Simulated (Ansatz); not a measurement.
## BiAs (model cell, started as layered BN type): from the cell to its phonons

Wanted: vibrations and spectra of BiAs (model cell, started as layered BN type); the cell is already relaxed. After the zone centre comes a 2×2×2 q mesh on a 12×12×8 k mesh.

Calculated with Ansatz 0.2.0; DFT PBEsol, scalar-relativistic, plane waves, PAW.

The structure was built from a prototype and need not be the compound's stable phase.

### 1. Starting point

It takes space group P6_3/mmc (No. 194, hexagonal). The conventional cell has a = 4.982 Å, b = 4.982 Å, c = 6.046 Å, α = 90.00°, β = 90.00°, γ = 120.00°. Nearest to Bi lie 5 As at 2.88 to 3.02 Å. Nearest to As lie 5 Bi at 2.88 to 3.02 Å. Farther neighbours are not listed.

### 2. Modes at Γ

The cell comes from relaxations at this level that are not shown. The zone centre comes first: it holds the modes that light can see, as far as symmetry allows. No field response is asked, since the mesh shows no gap.

The input, input.yaml:

```yaml
crystal:
  lattice:
    - [4.9820844675, 0.0, 0.0]
    - [-2.4910422338, 4.3146117127, 0.0]
    - [0.0, 0.0, 6.0463763251]
  atoms:
    - { symbol: Bi, position: [0.3333333333, 0.6666666667, 0.25] }
    - { symbol: Bi, position: [0.6666666667, 0.3333333333, 0.75] }
    - { symbol: As, position: [0.6666666667, 0.3333333333, 0.25] }
    - { symbol: As, position: [0.3333333333, 0.6666666667, 0.75] }
kpoints:
  mp_grid: { grid: [12, 12, 8] }
hamiltonian:
  xc: pbesol
scf:
  occupations: { method: methfessel_paxton, width: 0.2 }
output:
  eigenvalues: true
phonons:
  method: dfpt
```

Command:

```bash
> ansatz run input.yaml --threads 4 --pin off --max-ram 7168MiB --backend cpu --events-out ev --progress --plain --runs-dir out
```

Numbers of over 12 decimals in the logs are rounded to 6 here.

The log of the run:

```text
zone centre: on kpoints.mp_grid the ground state, and the responses unless they are solved on pairs of k-points, stand on 215 of the mesh's 1152 k-points, reduced under 4 symmetry operations, with k and −k counted as one. Each operation leaves every solved displacement unchanged or reverses it
Engine: ansatz 0.2.0, aarch64-unknown-linux-gnu
Pseudopotentials: kind: paw
Pseudopotential: Bi, paw, valence charge 15, recommended cutoff 420 eV (normal), Bi.paw.azcp
Pseudopotential: As, paw, valence charge 15, recommended cutoff 420 eV (normal), As.paw.azcp
Functional definition: PBEsol
  exchange = pbesol_x
  correlation = pbesol_c
Crystal: 4 atoms, lattice volume = 129.971 Å³
Basis set: ecut = 420 eV, 2559 PW (Γ), exchange–correlation on 72×72×96 points (8 copies of the dense FFT grid, shifted against one another)
Bands: 36, of which v1, the nominal top of the filled ones, is band 30 counted from 1 (29 counted from 0)
Symmetry: 24 space group operations
k-points: 215 of 1152 (irreducible under 4 space group operations, time reversal used)
Non-local potential: Bi, projectors of the file, l = 0: 2, l = 1: 2, l = 2: 2, l = 3: 2
Non-local potential: As, projectors of the file, l = 0: 2, l = 1: 2, l = 2: 3, l = 3: 1
PAW form: soft (Blöchl's): semilocal exchange-correlation on the pseudo side does not see the compensation charge
PAW frozen core: Bi, regenerated for the run's functional, and the local potential with it (the file was generated under x = pbe(κ = 0.804, μ = 0.219515), c = pbe(β = 0.066725))
PAW frozen core: As, regenerated for the run's functional, and the local potential with it (the file was generated under x = pbe(κ = 0.804, μ = 0.219515), c = pbe(β = 0.066725))
PAW one-centre angular grid: Bi, 590 points (default); XC on 64 Gauss nodes
PAW one-centre angular grid: As, 590 points (default); XC on 64 Gauss nodes
Initial density: superposition of atomic densities (neutral atoms: chi_scale 0, normalization atom), corrected by the library's trained network
Initial wavefunctions: pseudopotential atomic-orbital guess
Functional: x = pbesol(κ = 0.804, μ = 0.123457), c = pbesol(β = 0.046)
SCF iter   1: F=—  HF=-34109.409554 eV  |F-HF|=—  |Δ(HF+E_count)|=         —  Δρ=1.66e-3  dr2=3.84e-3  ethr=1.77e-3  ⟨swp⟩=6.2  Hψ=30620  notcnv=0
preconditioner: auto → LDOS  [metal: Δε(μ)=0.052 eV  Ē_g=8.385 eV  σ=0.200 eV  W_gap=0.22  n_scr=22 (ndim 8)  ℏωp=14.6 eV  f_vac=0.125  D(μ)=1.56/eV (n_scr^D=8)  β→1.0]
SCF iter   2: F=—  HF=-34109.408232 eV  |F-HF|=—  |Δ(HF+E_count)|=   1.32e-3  S|Δr|=    0.00e0  Δρ=2.86e-4  dr2=1.66e-4  ethr=6.41e-6  ⟨swp⟩=2.0  Hψ=15950  notcnv=0
SCF iter   3: F=—  HF=-34109.408212 eV  |F-HF|=—  |Δ(HF+E_count)|=   1.98e-5  S|Δr|=    0.00e0  Δρ=1.87e-4  dr2=6.36e-5  ethr=2.77e-7  ⟨swp⟩=2.0  Hψ=14122  notcnv=0
SCF iter   4: F=—  HF=-34109.408126 eV  |F-HF|=—  |Δ(HF+E_count)|=   8.64e-5  S|Δr|=    0.00e0  Δρ=4.80e-5  dr2=4.28e-6  ethr=1.06e-7  ⟨swp⟩=2.0  Hψ=14067  notcnv=0
SCF iter   5: F=—  HF=-34109.408118 eV  |F-HF|=—  |Δ(HF+E_count)|=   7.73e-6  S|Δr|=    0.00e0  Δρ=1.06e-5  dr2=2.74e-7  ethr=7.13e-9  ⟨swp⟩=2.0  Hψ=14055  notcnv=0
SCF iter   6: F=—  HF=-34109.408118 eV  |F-HF|=—  |Δ(HF+E_count)|=   3.08e-8  S|Δr|=    0.00e0  Δρ=2.72e-6  dr2=1.56e-8  ethr=4.57e-10  ⟨swp⟩=2.3  Hψ=11827  notcnv=0
SCF iter   7: F=—  HF=-34109.408118 eV  |F-HF|=—  |Δ(HF+E_count)|=   1.04e-8  S|Δr|=    0.00e0  Δρ=6.62e-7  dr2=8.35e-10  ethr=2.60e-11  ⟨swp⟩=2.0  Hψ=12004  notcnv=0
SCF iter   8: F=—  HF=-34109.408118 eV  |F-HF|=—  |Δ(HF+E_count)|=  6.18e-10  S|Δr|=    0.00e0  Δρ=1.41e-7  dr2=1.79e-11  ethr=1.39e-12  ⟨swp⟩=2.0  Hψ=14158  notcnv=0
SCF iter   9: F=-34109.408118 eV  HF=-34109.408118 eV  |F-HF|=1.46e-11  |Δ(HF+E_count)|=  7.28e-12  S|Δr|=    0.00e0  Δρ=2.37e-8  dr2=9.78e-13  ethr=1.00e-12  ⟨swp⟩=8.7  Hψ=40820  notcnv=0
SCF 1 converged in 9 iterations: F = -34109.408118 eV  dr2 = 9.78e-13
  greatest PAW one-centre occupation: 0.999 electrons in one spin orbital (limit 2), on the As atom at site 3 (counted from 0), in its partial waves of l = 2
DFPT response loops at Γ: preconditioner auto → Kerker (q_TF=auto, 2.399 Å⁻¹) (partly filled bands, converged f_vac=0.134); β = 1.00, the filter's whole step (`scf.mixing.beta` (0.50) is not read by the response loops under this deck's `scf.mixing.preconditioner`; to damp them name `kerker` or `kerker_dos`, under which they read `scf.mixing.beta`, and type it under 1.00, their step now; both keys bind the ground state too); Broyden in place of MSR1
SCF converged after 9 iterations
Stability not checked: this state was not tested for a lower state beside it, because cold or Methfessel-Paxton smearing, or corrected tetrahedra, fill the levels in a way that the test cannot read (fill_not_monotonic; see scf.lower_state_search)
Free energy (F): -34109.408118 eV
Harris-Foulkes:  -34109.408118 eV  (|F-HF|=1.46e-11)
Internal energy: -34109.409061 eV  (E = F + TS)
E sigma→0 (E₀):  -34109.408354 eV
Entropy (-TS):   0.000943 eV (0.236 meV/atom)
Fermi energy:    8.359430 eV
Step filling:    the computed levels leave a gap of 0.0144 eV = 0.1 smearing widths at the electron count; against every level under it full and every level over it empty, smearing changes F+E_penalty+E_count by +0.413 meV and its σ→0 estimate by +0.177 meV
--- Per-component energies (eV) ---
  E_band       = -794.961534
  E_kinetic    = 809.794685
  E_local      = -7517.369215  (includes V_loc(G=0)·N_el)
  E_nonlocal   = -212.573024
  E_hartree    = 3340.468538
  E_xc         = -457.811430
  E_vxc        = -446.326558  (∫ρ·V_xc dr)
  E_paw        = -24602.974875  (= ΣΔE_a)
  E_vpaw       = -109.423537  (= ΣTr[D̂ρ^β])
  E_aug_tail   = -0.000892  (compensation charges beyond the density's cutoff)
  E_ewald      = -5471.055210
  E_core_change = 2.112362  (= ΣΔE_core)
  E_smearing   = 0.000943  (= −TS)
  E_closure    = 0.000000  (closes the sum)
  Σ components = -34109.408118   (vs F -34109.408118, Δ=0.00e0)
--- Band table (eV; the first three rows and the last of 215) ---
  k-point 0: bands = [... 26 lower, 4.5971, 6.4983, 6.4983, 6.5525, 8.5249, 8.5249, 10.7702, 10.7702, ... 2 higher]
  k-point 1: bands = [... 26 lower, 4.6520, 6.3982, 6.3982, 6.8583, 8.5736, 8.5736, 10.6161, 10.6161, ... 2 higher]
  k-point 2: bands = [... 26 lower, 4.8130, 6.1311, 6.1311, 7.6411, 8.7268, 8.7268, 9.6059, 10.2396, ... 2 higher]
  k-point 214: bands = [... 26 lower, 7.1480, 7.1480, 7.5827, 7.5827, 8.5921, 8.5921, 9.3948, 9.3948, ... 2 higher]
--- Phonons (Γ-DFPT): 4 representative perturbations + reference, on 215 of 1152 k-points (Σ response iterations 12) ---
  k mesh reduced under 4 symmetry operations, with k and −k counted as one. Each operation leaves every solved displacement unchanged or reverses it
  ASR residual: 2.675e-5 → 0.000e0 eV/Å²; symmetrization residual: 3.954e-5 eV/Å²
  ASR residual per site (eV/Å²): 2.68e-5 2.68e-5 1.02e-5 1.02e-5
  Γ frequencies (cm⁻¹): -107.13 -7.94 -7.94 0.00 0.00 0.00 51.02 123.42 140.70 140.70 145.40 145.40
  non-analytic LO–TO correction: not included (Born effective charges unavailable; polar crystals: no LO–TO splitting at Γ)
```

The job ended after 1.9 min (4 threads of Arm Neoverse V2, shared host; peak memory 3.3 GiB; 7.1 min of CPU time).

This step gave:

* volume per atom: 32.49 Å³
* gap on the k-mesh: 0 eV
* sum-rule residual before enforcement: 2.68e-5 eV/Å²
* point group: 6/mmm
* highest optical mode at the zone centre (no LO-TO term): 145.4 cm⁻¹
* lowest optical zone-centre mode: -107.1 cm⁻¹

Patterns of degenerate modes are one choice out of their space. Modes at Γ, with each element's share of the kinetic energy (negative means imaginary):

| mode | frequency (cm⁻¹) | symmetry | Bi % | As % |
| --- | --- | --- | --- | --- |
| 1 | -107.1 | A2u | 26 | 74 |
| 2 | -7.9 | E2g | 71 | 29 |
| 3 | -7.9 | E2g | 71 | 29 |
| 4 | 0.0 | acoustic | 74 | 26 |
| 5 | 0.0 | acoustic | 74 | 26 |
| 6 | 0.0 | acoustic | 74 | 26 |
| 7 | 51.0 | B1g | 92 | 8 |
| 8 | 123.4 | B1g | 8 | 92 |
| 9 | 140.7 | E2g | 29 | 71 |
| 10 | 140.7 | E2g | 29 | 71 |
| 11 | 145.4 | E1u | 26 | 74 |
| 12 | 145.4 | E1u | 26 | 74 |

Displacements in mode 1 (-107.1 cm⁻¹), the largest set to 1:
```
Bi1  0.00  0.00 -0.36
Bi2  0.00  0.00 -0.36
As3  0.00  0.00  1.00
As4  0.00  0.00  1.00
```

Displacements in mode 12 (145.4 cm⁻¹), the largest set to 1:
```
Bi1 -0.36  0.00  0.00
Bi2 -0.36  0.00  0.00
As3  1.00  0.00  0.00
As4  1.00  0.00  0.00
```

Before it was imposed, the acoustic sum rule was missed by 2.7e-5 eV/Å². Small misses are needed for a sound result but don't prove that mesh and cutoff are converged. The lowest optical mode is imaginary, 107.1i cm⁻¹, so the energy falls along it.

(Continued in part 2 of 2.)

[Logs are printed without paths, hosts, clocks, repeated set-up lines and the standing remarks that a program may print on its own settings, such as how far it seeks lower states.]

[Hosts, paths, dates, database ids (printed as entryN), source tags and the programs' standing remarks are cut or masked in the printed files.]
